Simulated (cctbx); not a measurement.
## Diagnosing a refinement

Cell a = 9.5360 Å, b = 9.5360 Å, c = 11.5470 Å, α = 90.00°, β = 90.00°, γ = 120.00°; space group R-3 (no. 148). The compound is Fe3AgBi6Sb2.

Simulated single-crystal data (cctbx): Mo Kα, λ = 0.71073 Å, to d = 0.6 Å, 50 % of the full sphere, strongest reflection 70000 counts, noise from counting, a 2 % proportional error and a noise floor of 15 counts (s.d.); no absorption.

An anisotropic refinement with weights 1/σ² prints:

```text
Rint 0.017, 971 unique reflections to 0.60 A
cycle     R1     wR2    GooF  max shift (A)
   1  0.0211  0.0521   2.488   0.00033
   2  0.0122  0.0302   1.442   0.00000
final R1 0.0122 wR2 0.0302 GooF 1.442  parameters 20  data/parameter 48.5
atom        x        y        z      Ueq    occ   su(xyz)  su(Uiso or U11)
Bi1    0.74007  0.99823  0.63003   0.0084  1.000  0.00001  0.0000
Sb1    0.00000  0.00000  0.12516   0.0107  1.000  0.00003  0.0001
Sn1    0.00000  0.00000  0.50000   0.0098  1.000  0.00000  0.0001
Fe1    0.83333  0.16667  0.16667   0.0137  1.000  0.00000  0.0002
difference map: max 1.17 min -4.26 rms 0.32
Q1    0.0009  0.0871  0.4843   18    1.19  0.85 A from Sn1
Q2    0.0094  0.0692  0.5509   18    1.15  0.85 A from Sn1
Q3    0.0270  0.2913  0.3477   18    1.08  0.39 A from Bi1
Q4    0.0182  0.1689  0.7322   18    0.98  1.90 A from Fe1
Q5    0.0737  0.5692  0.5932   18    0.92  1.27 A from Fe1
Q6    0.0585  0.4934  0.5561   18    0.90  0.88 A from Fe1
```

**Question.** Can this result stand? If not, what is the likely fault?

Mend it. The fault: wrong element: Sn1 is Ag. Against the right model at the same level, R1 goes from 0.0090 to 0.0122 and GooF from 0.95 to 1.44 and a hole of -4.3 e/Å³ opens. Sn1 has 3 electrons too many and its U swells to shed them, as expected.

The compound is Fe3AgBi6Sb2. The right model at the same level gives:

```text
Rint 0.017, 971 unique reflections to 0.60 A
cycle     R1     wR2    GooF  max shift (A)
   1  0.0126  0.0315   1.505   0.00016
   2  0.0090  0.0199   0.952   0.00000
final R1 0.0090 wR2 0.0199 GooF 0.952  parameters 20  data/parameter 48.5
atom        x        y        z      Ueq    occ   su(xyz)  su(Uiso or U11)
Bi1    0.74007  0.99824  0.63003   0.0086  1.000  0.00001  0.0000
Sb1    0.00000  0.00000  0.12514   0.0109  1.000  0.00002  0.0001
Ag1    0.00000  0.00000  0.50000   0.0076  1.000  0.00000  0.0001
Fe1    0.83333  0.16667  0.16667   0.0139  1.000  0.00000  0.0002
difference map: max 0.98 min -0.88 rms 0.25
Q1    0.0196  0.1696  0.7319   18    1.01  1.89 A from Fe1
Q2    0.0728  0.5690  0.5932   18    0.88  1.27 A from Fe1
Q3    0.0572  0.4930  0.5569   18    0.88  0.88 A from Fe1
Q4    0.0028  0.0698  0.9842   18    0.85  1.42 A from Sb1
Q5    0.0407  0.4816  0.2630   18    0.80  1.66 A from Bi1
Q6    0.1008  0.5472  0.0940   18    0.77  1.40 A from Bi1
```

This is a model crystal, built by substitution and not relaxed, with assumed displacement parameters.

[Middle refinement cycles are left out of these outputs.]

[Logs are printed without paths, hosts, clocks, repeated set-up lines and the standing remarks that a program may print on its own settings, such as how far it seeks lower states.]
